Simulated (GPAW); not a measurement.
## InF3 (R-3c): G0W0 on several meshes in GPAW

Wanted: mesh dependence and cost of G0W0 for InF3 (R-3c).

Program: GPAW 26.7.0. Level of theory: LDA and many-body steps on it, plane waves. Results are calculated unless marked as measured.

## (1) Set-up

Symmetry: R-3c, No. 167, trigonal system. The conventional cell has a = 5.204 Å, b = 5.204 Å, c = 14.723 Å, α = 90.00°, β = 90.00°, γ = 120.00°. Nearest to In lie 6 F at 2.08 Å. F has 2 In at 2.08 Å nearest. Farther neighbours and most contacts between anions are not listed.

Coordinates:

```cif
data_structure
_symmetry_space_group_name_H-M 'P 1'
_symmetry_Int_Tables_number 1
_cell_length_a 5.7543
_cell_length_b 5.7543
_cell_length_c 5.7543
_cell_angle_alpha 53.771
_cell_angle_beta 53.771
_cell_angle_gamma 53.771
_cell_volume 115.11
loop_
_atom_site_label
_atom_site_type_symbol
_atom_site_fract_x
_atom_site_fract_y
_atom_site_fract_z
_atom_site_occupancy
In1 In 0.50000 0.50000 0.50000 1
In2 In 0.00000 0.00000 0.00000 1
F3 F 0.39571 0.75000 0.10429 1
F4 F 0.75000 0.10429 0.39571 1
F5 F 0.89571 0.60429 0.25000 1
F6 F 0.25000 0.89571 0.60429 1
F7 F 0.60429 0.25000 0.89571 1
F8 F 0.10429 0.39571 0.75000 1
```

The cell and positions are those that the Materials Project relaxed with its own functionals (PBE, PBE+U or r2SCAN), kept fixed.

## (2) Empty states on the mesh, 4×4×4 mesh, 397 bands

This step: GPAW 26.7.0; DFT, LDA, plane waves, PAW.

The sums over transitions need many empty states on a uniform mesh; this step solves for them.

run.py

```python
import json
import numpy as np
from gpaw.mpi import world
from gpaw import GPAW

calc = GPAW('gs.gpw').fixed_density(kpts={'size': (4, 4, 4), 'gamma': True},
    parallel={'domain': 1, 'band': 1},
    txt='nscf.txt')
calc.diagonalize_full_hamiltonian(nbands=397)
calc.write('full.gpw', mode='all')
res = {}
kpts = calc.get_ibz_k_points()
res['kpts'] = kpts
res['eigenvalues'] = [calc.get_eigenvalues(kpt=k) for k in range(len(kpts))]
res['n_electrons'] = calc.get_number_of_electrons()

if world.rank == 0:
    with open('result.json', 'w') as f:
        json.dump(res, f, default=lambda x: x.tolist())
```

On the command line:

```
> mpirun -n 8 gpaw python run.py
```

Numbers of over 12 decimals in the logs are rounded to 6 here.

The log of the run:

```text
Diagonalizing LCAO Hamiltonian
Converting LCAO to pw mode
convergence criteria:
- Maximum integral of absolute [eigenst]ate change: 4e-08 eV^2 / valence electron
maximum number of iterations: 100

SCF iterations
|iter     |     time |      energy | eigst |  dens |
|iter:   1|  |             | +0.50 |       |
|iter:   2|  |             | -0.65 |       |
|iter:   3|  |             | -1.38 |       |
[...]
|iter:  14|  |             | -6.60 |       |
|iter:  15|  |             | -7.05 |       |
|iter:  16|  |             | -7.48c|       |
SCF steps: 16
  __  _  _
 | _ |_)|_||  |
 |__||  | ||/\| - 26.7.0

Input parameters:
  mode=PW(ecut=600.0),
  convergence={'density': 1e-06, 'bands': -3},
  gpts=array([35, 35, 35]),
  kpts=MonkhorstPack(size=(4, 4, 4), gamma=True),
  maxiter=100,
  nbands=44,
  occupations=Occupations(name='fermi-dirac', width=0.001, fixmagmom=False),
  parallel={'domain': 1, 'band': 1},
  xc=XC(name='LDA')
Matrix size: 3895x3895
# Writing to full.gpw (mode='all')
  [... matrices ...]

timing:  # [seconds]
  Total: 93.523  # ━━━━━━━━━━━━━━━━━━━━━━━━━━━━━━━━━━━━━━━━━━━━━━━━━━━━━━━━━━
```

It took 1.9 min on 8 MPI ranks of Intel Xeon Platinum 8259CL at 2.50GHz (Skylake/Cascade Lake), shared host; peak memory 10 GiB.

Numbers from this step:

| Quantity | Value |
| --- | --- |
| gap | 4.001 eV |
| k of the valence top | 0.5, 0.5, 0 |
| k of the conduction bottom | 0, 0, 0 |
| least direct gap | 4.036 eV |
| k points computed | 14 |
| lowest point of the top converged band, above the valence top | 120.5849 eV |

On this mesh the gap is 4.001 eV.

## (3) 4×4×4

Now the one-shot GW correction: screening in the RPA, then the self-energy of the levels asked for.

This step: G0W0 on LDA, plane waves, PAW.

run.py

```python
import json
import numpy as np
from gpaw.mpi import world
from gpaw.response.g0w0 import G0W0

gw = G0W0('full.gpw',
    filename='gw',
    kpts=[0, 11],
    bands=(32, 36),
    ecut=78,
    nbands=180,
    integrate_gamma='WS',
    ppa=True)
gw.calculate()
res = {mode: {k: v for k, v in r.items() if k != 'sigma_eskwn'}
       for mode, r in gw.all_results.items()}

if world.rank == 0:
    with open('result.json', 'w') as f:
        json.dump(res, f, default=lambda x: x.tolist())
```

On the command line:

```
> mpirun -n 8 gpaw python run.py
```

The log of the run:

```text
Using integrator: PointIntegrator
FrequencyGridDescriptor(from 0.000+0.000j to 0.000+27.211j eV, 2 points)
Nonperiodic BCs:  [False False False]
Using integrator: PointIntegrator
FrequencyGridDescriptor(from 0.000+0.000j to 0.000+27.211j eV, 2 points)
Nonperiodic BCs:  [False False False]
  ___  _ _ _
 |   || | | |
 | | || | | |
 |__ ||_____|
 |___|

BZ k-points: Symmetries present (total): 6

  [... matrices ...]
64 k-points: 4 x 4 x 4 Monkhorst-Pack grid + [1/8,1/8,1/8]
14 k-points in the irreducible part of the Brillouin zone
       k-points in crystal coordinates                weights
   0:     0.00000000    0.00000000    0.00000000          1/64
   1:     0.25000000    0.00000000   -0.25000000          6/64
   2:     0.25000000    0.00000000    0.00000000          6/64
   3:     0.25000000    0.25000000   -0.25000000          6/64
   4:     0.25000000    0.25000000    0.00000000          6/64
   5:     0.25000000    0.25000000    0.25000000          2/64
   6:     0.50000000    0.00000000    0.00000000          3/64
   7:     0.50000000    0.00000000    0.25000000          6/64
   8:     0.50000000    0.25000000   -0.25000000          6/64
   9:     0.50000000    0.25000000    0.00000000          6/64
          ...
  13:     0.50000000    0.50000000    0.50000000          1/64

Distributing spins, k-points and bands (1 x 2 x 4) over 8 processes
Number of blocks: 1

Quasi particle states:
k-points (IBZ indices): [0, 11]
Band range: (32, 36)
  [... matrices ...]
Computational parameters:
Plane wave cut-off: 78 eV
Number of bands: 180
Coulomb cutoff: None
Broadening: 0.1 eV

fxc modes: GW
Kernel: RPA
Using Godby-Needs plasmon-pole approximation:
  Fitting energy: i*E0, E0 = 1.000 Hartree
Summing all q:

Calculating screened Coulomb potential
No Coulomb truncation
FrequencyGridDescriptor(from 0.000+0.000j to 0.000+27.211j eV, 2 points)
Removing empty qpoint cache files...

Calculating chi0 body with:
    Ground state adapter containing:
    Number of spins: 1
    Number of kpoints: 64
    Number of irreducible kpoints: 14
    Number of completely occupied states: 34
    Number of partially occupied states: 34
    Occupied states memory: 22.243500 M / cpu

    Linear response parametrization:
    q_c: [0.0, 0.0, 0.0]
    Number of frequency points: 2
    Planewave cutoff: 78.0
    Number of bands: 180
    Number of planewaves: 181
    Broadening (eta): 1e-06
    comm.size: 8
    kncomm.size: 8
    blockcomm.size: 1

    Memory estimate of potentially large arrays:
        chi0_wGG: 0.999786 M / cpu
Integrating chi0 body.

Symmetries of q_c:
    Direct symmetries (Uq -> q): 6
    Indirect symmetries (TUq -> q): 0
In total 6 allowed symmetries.

  [... matrices ...]
14 groups of equivalent kpoints. 78.125% reduction.

Integral kind: response function
Integrating chi0 head and wings.

Symmetries of q_c:
    Direct symmetries (Uq -> q): 6
    Indirect symmetries (TUq -> q): 0
In total 6 allowed symmetries.

  [... matrices ...]
14 groups of equivalent kpoints. 78.125% reduction.

Integral kind: response function wings

Calculating chi0 body with:
    Ground state adapter containing:
    Number of spins: 1
    Number of kpoints: 64
    Number of irreducible kpoints: 14
    Number of completely occupied states: 34
    Number of partially occupied states: 34
    Occupied states memory: 22.243500 M / cpu

[... the further q-points ...]

Results:
f:      Occupation numbers
eps:     KS-eigenvalues [eV]
vxc:     KS vxc [eV]
exx:     Exact exchange [eV]
sigma:   Self-energies [eV]
dsigma:  Self-energy derivatives
Z:       Renormalization factors
qp:      QP-energies [eV]

k-point 0 (0): (0.000, 0.000, 0.000)                GW
band       f     eps     vxc     exx   sigma  dsigma       Z      qp
                                                                   GW
  32   1.000  -1.022 -24.799 -32.263   5.434  -0.256   0.796  -2.638
  33   1.000  -1.022 -24.799 -32.263   5.434  -0.256   0.796  -2.638
  34   0.000   3.014 -16.532 -11.641  -2.596  -0.151   0.869   5.007
  35   0.000   8.480 -22.189 -15.062  -3.137  -0.192   0.839  11.828

k-point 1 (11): (0.500, 0.500, 0.000)                GW
band       f     eps     vxc     exx   sigma  dsigma       Z      qp
                                                                   GW
  32   1.000  -1.099 -26.206 -32.908   4.951  -0.241   0.806  -2.511
  33   1.000  -0.987 -24.831 -32.313   5.447  -0.257   0.796  -2.607
  34   0.000   5.573 -20.209 -14.518  -2.616  -0.175   0.851   8.191
  35   0.000   7.135 -21.280 -14.818  -2.900  -0.190   0.840  10.128
```

Elapsed: 8 min, on 8 MPI ranks; peak memory 4.4 GiB.

Numbers from this step:

- G0W0 gap on the points computed: 7.518 eV
- least direct G0W0 gap on the computed points: 7.645 eV
- Z at the valence top: 0.8061
- Z at the conduction bottom: 0.8686
- starting gap on the mesh: 4.001 eV
- k of the valence top: 0.5, 0.5, 0
- k of the conduction bottom: 0, 0, 0

The gap on the mesh goes from 4.00 eV to 7.52 eV, a correction of +3.52 eV.

## (4) Empty states on the mesh, 2×2×2 mesh, 190 bands

This step: DFT, LDA, plane waves, PAW.

run.py

```python
import json
import numpy as np
from gpaw.mpi import world
from gpaw import GPAW

calc = GPAW('gs.gpw').fixed_density(kpts={'size': (2, 2, 2), 'gamma': True},
    nbands=221,
    convergence={'bands': 190},
    txt='nscf.txt')
calc.write('full.gpw', mode='all')
res = {}
kpts = calc.get_ibz_k_points()
res['kpts'] = kpts
res['eigenvalues'] = [calc.get_eigenvalues(kpt=k) for k in range(len(kpts))]
res['n_electrons'] = calc.get_number_of_electrons()

if world.rank == 0:
    with open('result.json', 'w') as f:
        json.dump(res, f, default=lambda x: x.tolist())
```

On the command line:

```
> mpirun -n 8 gpaw python run.py
```

The log of the run:

```text
Diagonalizing LCAO Hamiltonian
Converting LCAO to pw mode
convergence criteria:
- Maximum integral of absolute [eigenst]ate change: 4e-08 eV^2 / valence electron
maximum number of iterations: 100

SCF iterations
|iter     |     time |      energy | eigst |  dens |
|iter:   1|  |             | +4.03 |       |
|iter:   2|  |             | +2.81 |       |
|iter:   3|  |             | +1.74 |       |
[...]
|iter:  14|  |             | -6.53 |       |
|iter:  15|  |             | -7.15 |       |
|iter:  16|  |             | -7.58c|       |
SCF steps: 16
  __  _  _
 | _ |_)|_||  |
 |__||  | ||/\| - 26.7.0

Input parameters:
  mode=PW(ecut=600.0),
  convergence={'bands': 190},
  gpts=array([35, 35, 35]),
  kpts=MonkhorstPack(size=(2, 2, 2), gamma=True),
  maxiter=100,
  nbands=221,
  occupations=Occupations(name='fermi-dirac', width=0.001, fixmagmom=False),
  parallel={},
  xc=XC(name='LDA')
# Writing to full.gpw (mode='all')
  [... matrices ...]

timing:  # [seconds]
  Total: 0.107  # ━━━━━━━━━━━━━━━━━━━━━━━━━━━━━━━━━━━━━━━━━━━━━━━━━━━━━━━━━━━
```

It took 25 s on 8 MPI ranks; peak memory 1.9 GiB; 3.2 min of CPU time.

This step gave:

| Property | Result |
| --- | --- |
| gap | 4.001 eV |
| k of the valence top | 0.5, 0.5, 0 |
| k of the conduction bottom | 0, 0, 0 |
| least direct gap | 4.036 eV |
| k points computed | 4 |
| lowest point of the top converged band, above the valence top | 69.6959 eV |

On this mesh the gap is 4.001 eV.

## (5) 2×2×2

This step: G0W0 on LDA, plane waves, PAW.

run.py

```python
import json
import numpy as np
from gpaw.mpi import world
from gpaw.response.g0w0 import G0W0

gw = G0W0('full.gpw',
    filename='gw',
    kpts=[0, 2],
    bands=(32, 36),
    ecut=78,
    nbands=180,
    integrate_gamma='WS',
    ppa=True)
gw.calculate()
res = {mode: {k: v for k, v in r.items() if k != 'sigma_eskwn'}
       for mode, r in gw.all_results.items()}

if world.rank == 0:
    with open('result.json', 'w') as f:
        json.dump(res, f, default=lambda x: x.tolist())
```

On the command line:

```
> mpirun -n 8 gpaw python run.py
```

The log of the run:

```text
Using integrator: PointIntegrator
FrequencyGridDescriptor(from 0.000+0.000j to 0.000+27.211j eV, 2 points)
Nonperiodic BCs:  [False False False]
Using integrator: PointIntegrator
FrequencyGridDescriptor(from 0.000+0.000j to 0.000+27.211j eV, 2 points)
Nonperiodic BCs:  [False False False]
  ___  _ _ _
 |   || | | |
 | | || | | |
 |__ ||_____|
 |___|

BZ k-points: Symmetries present (total): 6

  [... matrices ...]
8 k-points: 2 x 2 x 2 Monkhorst-Pack grid + [1/4,1/4,1/4]
4 k-points in the irreducible part of the Brillouin zone
       k-points in crystal coordinates                weights
   0:     0.00000000    0.00000000    0.00000000          1/8
   1:     0.50000000    0.00000000    0.00000000          3/8
   2:     0.50000000    0.50000000    0.00000000          3/8
   3:     0.50000000    0.50000000    0.50000000          1/8

Distributing spins, k-points and bands (1 x 2 x 4) over 8 processes
Number of blocks: 1

Quasi particle states:
k-points (IBZ indices): [0, 2]
Band range: (32, 36)
  [... matrices ...]
Computational parameters:
Plane wave cut-off: 78 eV
Number of bands: 180
Coulomb cutoff: None
Broadening: 0.1 eV

fxc modes: GW
Kernel: RPA
Using Godby-Needs plasmon-pole approximation:
  Fitting energy: i*E0, E0 = 1.000 Hartree
Summing all q:

Calculating screened Coulomb potential
No Coulomb truncation
FrequencyGridDescriptor(from 0.000+0.000j to 0.000+27.211j eV, 2 points)
Removing empty qpoint cache files...

Calculating chi0 body with:
    Ground state adapter containing:
    Number of spins: 1
    Number of kpoints: 8
    Number of irreducible kpoints: 4
    Number of completely occupied states: 34
    Number of partially occupied states: 34
    Occupied states memory: 22.243500 M / cpu

    Linear response parametrization:
    q_c: [0.0, 0.0, 0.0]
    Number of frequency points: 2
    Planewave cutoff: 78.0
    Number of bands: 180
    Number of planewaves: 181
    Broadening (eta): 1e-06
    comm.size: 8
    kncomm.size: 8
    blockcomm.size: 1

    Memory estimate of potentially large arrays:
        chi0_wGG: 0.999786 M / cpu
Integrating chi0 body.

Symmetries of q_c:
    Direct symmetries (Uq -> q): 6
    Indirect symmetries (TUq -> q): 0
In total 6 allowed symmetries.

  [... matrices ...]
4 groups of equivalent kpoints. 50.0% reduction.

Integral kind: response function
Integrating chi0 head and wings.

Symmetries of q_c:
    Direct symmetries (Uq -> q): 6
    Indirect symmetries (TUq -> q): 0
In total 6 allowed symmetries.

  [... matrices ...]
4 groups of equivalent kpoints. 50.0% reduction.

Integral kind: response function wings

Calculating chi0 body with:
    Ground state adapter containing:
    Number of spins: 1
    Number of kpoints: 8
    Number of irreducible kpoints: 4
    Number of completely occupied states: 34
    Number of partially occupied states: 34
    Occupied states memory: 22.243500 M / cpu

    Linear response parametrization:
[... the further q-points ...]

Results:
f:      Occupation numbers
eps:     KS-eigenvalues [eV]
vxc:     KS vxc [eV]
exx:     Exact exchange [eV]
sigma:   Self-energies [eV]
dsigma:  Self-energy derivatives
Z:       Renormalization factors
qp:      QP-energies [eV]

k-point 0 (0): (0.000, 0.000, 0.000)                GW
band       f     eps     vxc     exx   sigma  dsigma       Z      qp
                                                                   GW
  32   1.000  -1.022 -24.799 -32.275   5.434  -0.258   0.795  -2.645
  33   1.000  -1.022 -24.799 -32.275   5.434  -0.258   0.795  -2.645
  34   0.000   3.014 -16.532 -11.545  -2.664  -0.155   0.866   5.025
[...]
k-point 1 (2): (0.500, 0.500, 0.000)                GW
band       f     eps     vxc     exx   sigma  dsigma       Z      qp
                                                                   GW
[...]
34   0.000   5.573 -20.209 -14.528  -2.613  -0.178   0.849   8.177
  35   0.000   7.135 -21.280 -14.825  -2.909  -0.207   0.829  10.075
```

Wall time 34 s (8 MPI ranks); peak memory 3.7 GiB.

This step gave:

- G0W0 gap on the points computed: 7.542 eV
- least direct G0W0 gap on the computed points: 7.670 eV
- Z at the valence top: 0.8050
- Z at the conduction bottom: 0.8661
- starting gap on the mesh: 4.001 eV
- k of the valence top: 0.5, 0.5, 0
- k of the conduction bottom: 0, 0, 0

Against G0W0 in GPAW (4×4×4 mesh, 180 bands, screening to 78 eV, Godby-Needs plasmon pole), the gap moves by +0.024 eV.

## (6) Side by side

Times are wall times on 8 MPI ranks of Intel Xeon Platinum 8259CL at 2.50GHz (Skylake/Cascade Lake), shared host, good to a factor of about two.

```
  run   mesh  bands  screening cutoff (eV)  DFT gap (eV)  gap on the mesh (eV)  direct (eV)   time
4×4×4  4×4×4    180                     78         4.001                 7.518        7.645  8 min
2×2×2  2×2×2    180                     78         4.001                 7.542        7.670   34 s
```

## (7) Results

```
4×4×4        : 7.518 eV
2×2×2        : 7.542 eV
known limits : not at the basis limit; no spin-orbit coupling; coarse k mesh
```

**Reading.** 2×2×2: +0.024 eV against 4×4×4. Bands and cutoff are finite, so the gap is not at the basis limit. The miss can reach some tenths of an eV and take either sign; the mesh is an error of its own. These stock PAW sets were not made for GW. In the G0W0 runs levels were corrected at 2 k points alone, so a gap called «on the mesh» is the least over those, and an edge elsewhere would be missed. The many-body steps are scalar-relativistic: spin-orbit coupling is not in them.

[Paths, hosts, dates, memory and timing lines, banners, echoed tables and standing remarks are left out of the program output.]

[Logs are printed without paths, hosts, clocks, repeated set-up lines and the standing remarks that a program may print on its own settings, such as how far it seeks lower states.]

[Runs of the session that timed out or met a known fault of the program may be left out.]

[Hosts, paths, dates, database ids (printed as entryN), source tags and the programs' standing remarks are cut or masked in the printed files.]
